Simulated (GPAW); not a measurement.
# 1T-SnO2 monolayer: work function by functional and basis, part 3 of 3

Wanted: work functions and dipole of 1T-SnO2 monolayer, with the cost of each level. Where a layer proves gapped, the work function hangs on where the smearing puts the Fermi level, and the band edges take its place.

GPAW 26.7.0; GPAW, PAW setups; layer in a repeated cell with vacuum, relaxation of atoms and in-plane cell (the session's first sound run).

So far, upper work function (eV): step 3 (the slab's potential, PBE, GPAW) 7.33; step 6 (self-consistent run: xc = "vdW-DF2", GPAW, PAW setups, GPAW) 7.79; step 7 (self-consistent run: xc = "revPBE") 7.22; step 8 (OptPBE vdW: xc = "optPBE-vdW", GPAW, PAW setups, GPAW) 7.60; step 9 (real-space grid: mode = "fd", PBE, GPAW) 7.34.

**10. Atomic orbitals: mode = "lcao"**

Level of this step: GPAW, PAW setups; slab in vacuum (GPAW).

Atom-centred orbitals end a few angstrom from the surface, which tests how much the density's tail matters.

run.py reads:

```python
import json
import numpy as np
from ase import Atoms
from gpaw import GPAW

slab = Atoms(
    ['O', 'Sn', 'O'],
    positions=[
        [1.59039, 0.91821, 7.00000],
        [-0.00000, 0.00000, 8.02877],
        [-0.00000, 1.83642, 9.05754]],
    cell=[[3.18077, -0.0, 0.0], [-1.59039, 2.75463, 0.0], [0.0, 0.0, 16.0575]],
    pbc=[True, True, False])

slab.calc = GPAW(mode='lcao', basis='dzp', h=0.18, xc='PBE', kpts={'size': (12, 12, 1), 'gamma': True},
                 occupations={'name': 'fermi-dirac', 'width': 0.05}, nbands='120%',
                 convergence={'density': 1e-05}, maxiter=200,
                 poissonsolver={'dipolelayer': 'xy'},
                 symmetry={'tolerance': 1e-3}, txt='slab.txt')
result = {}
energy = slab.get_potential_energy()
fermi = slab.calc.get_fermi_level()
v = slab.calc.get_electrostatic_potential().mean((0, 1)) - fermi
n = slab.calc.get_pseudo_density().mean((0, 1))
L = slab.cell[2, 2]
z = np.arange(len(v)) * L / len(v)
low, high = slab.positions[:, 2].min(), slab.positions[:, 2].max()
below, above = np.interp([low - 4.8, high + 4.8], z, v)
slopes = [np.interp(x, z, np.gradient(v, z)) for x in (low - 4.8, high + 4.8)]
eps = np.array([[slab.calc.get_eigenvalues(k, s) for k in range(len(slab.calc.get_ibz_k_points()))]
                for s in range(slab.calc.get_number_of_spins())]) - fermi
top, bottom = eps[eps < 0].max(), eps[eps > 0].min()
dipole = slab.get_dipole_moment()[2]
print(f'energy {energy:.4f} eV, Fermi level {fermi:.4f} eV, dipole {dipole:.5f} e A')
print(f'potential 4.8 A off the faces, from the Fermi level: lower {below:.4f} eV, upper {above:.4f} eV')
print(f'slope of the potential there: lower {slopes[0]:.5f}, upper {slopes[1]:.5f} eV/A')
print(f'nearest levels on the mesh: {top:.4f} and {bottom:.4f} eV')
print('magnetic moment', round(slab.get_magnetic_moment(), 3))
result.update(energy=energy, fermi=fermi, dipole=dipole, below=below, above=above, slopes=slopes, edges=[top, bottom],
              z=z.tolist(), v=v.tolist(), n=n.tolist(), positions=slab.positions.tolist(),
              forces=slab.get_forces(apply_constraint=False).tolist(), moments=slab.get_magnetic_moments().tolist())
json.dump(result, open('result.json', 'w'))
```

On the command line:

```
$ OMP_NUM_THREADS=1 OPENBLAS_NUM_THREADS=1 python run.py
```

Output:

```text
energy -16.8822 eV, Fermi level -7.1993 eV, dipole 0.00029 e A
potential 4.8 A off the faces, from the Fermi level: lower 7.2030 eV, upper 7.1956 eV
slope of the potential there: lower -0.00000, upper -0.00000 eV/A
nearest levels on the mesh: -1.2525 and 1.6508 eV
magnetic moment 0.0
```

It took 35 s on 1 thread of Intel Xeon Platinum 8375C at 2.90GHz (Ice Lake), shared host; peak memory 0.21 GiB.

This step gave:

* dipole along the normal: 2.88e-4 e·Å
* levels nearest the Fermi level on the mesh: -1.253, 1.651 eV from the Fermi level
* upper work function: 7.196 eV
* lower work function: 7.203 eV
* upper ionisation energy: 8.448 eV

Table of electrostatic potential energy of an electron (without an applied field's), less the Fermi level, planar mean by z:

```
z (Å)  electrostatic potential energy of an electron (without an applied field's), less the Fermi level, planar mean (eV)
    0                                                                                                                7.20
    1                                                                                                                7.20
    2                                                                                                                7.20
    3                                                                                                                7.20
    4                                                                                                                7.20
    5                                                                                                                7.20
    6                                                                                                                6.62
    7                                                                                                               -10.2
    8                                                                                                               -22.3
    9                                                                                                               -10.7
   10                                                                                                                6.45
   11                                                                                                                7.19
   12                                                                                                                7.20
   13                                                                                                                7.20
   14                                                                                                                7.20
   15                                                                                                                7.20
```

The highest filled level lies 1.25 eV under the Fermi level, so the ionisation energy from the upper face is 7.196 + 1.25 = 8.448 eV, against 8.447 eV in the base run.

**11. Cost and result by level**

Times are for 1 thread of Intel Xeon Platinum 8375C at 2.90GHz (Ice Lake), shared host. The runs compared:

```
no.         run  upper ionisation energy (eV)  time  memory (GiB)
  1          pw                         8.447  24 s          0.21
  2        RPBE                         8.313  24 s           0.2
  3         LDA                         8.784  21 s           0.2
  4     vdW DF2                         8.940  34 s          0.35
  5      revPBE                         8.318  23 s          0.21
  6  optPBE vdW                         8.711  31 s          0.35
  7          fd                         8.451  81 s          0.42
  8        lcao                         8.448  35 s          0.21
```

**12. Side by side**

Results and costs are gathered.

This step: comparison of work functions, dipole and cost (GPAW 26.7.0).

Ladder, by row:

```
      step  code  work function, upper (eV)  work function, lower (eV)  dipole (e Å)  wall time (s)  peak memory (GiB)  threads
        pw  GPAW                      7.327                      7.334       3.01e-4          23.91               0.21        1
      RPBE  GPAW                      7.179                      7.186       3.00e-4          23.69                0.2        1
       LDA  GPAW                      7.626                      7.634       3.02e-4          21.42                0.2        1
   vdW-DF2  GPAW                      7.792                        7.8       2.99e-4          33.83               0.35        1
    revPBE  GPAW                      7.216                      7.223       3.00e-4          23.39               0.21        1
optPBE-vdW  GPAW                      7.604                      7.611       3.00e-4          31.46               0.35        1
        fd  GPAW                      7.344                      7.351       2.87e-4          81.16               0.42        1
      lcao  GPAW                      7.196                      7.203       2.88e-4          34.59               0.21        1
```

**13. What came out**

```yaml
work_function_upper_and_lower_face_fermi_level_placed_in_the_gap_by_the_smearing: 7.327 and 7.334 eV
ionisation_energy_from_the_upper_face_highest_filled_level_on_the_mesh: 8.45 eV
electron_affinity_from_the_upper_face_lowest_empty_kohn_sham_level_on_the_mesh: 5.58 eV
dipole_along_the_normal: 3.0e-4 e Å
```

What this shows: With plane waves and PBE the ionisation energy from the upper face is 8.45 eV and the Kohn-Sham electron affinity 5.58 eV. The levels nearest the Fermi level on the mesh lie 2.87 eV apart, so the slab is gapped there: the smearing puts the Fermi level inside the gap, and from either face the ionisation energy is the work function plus 1.1 eV. Both are Kohn-Sham levels on the mesh, and semilocal gaps are too small, so the affinity tends to come out too large and the ionisation energy too small. Work functions of a gapped slab move with the place of the Fermi level in the gap; over the runs without a planted fault the highest filled level on the mesh lies 8.31 (RPBE) to 8.94 eV (vdW-DF2) under the upper vacuum level. The small printed dipole stands for a step of -6.2 meV from the lower to the upper face, and the probes find -7.4 meV; values this small are near the numerical noise of both. The layer's cell and atoms come from the relaxation; spin-orbit coupling and temperature are left out.

[Logs are printed without paths, hosts, clocks, repeated set-up lines and the standing remarks that a program may print on its own settings, such as how far it seeks lower states.]

[Hosts, paths, dates, database ids (printed as entryN), source tags and the programs' standing remarks are cut or masked in the printed files.]
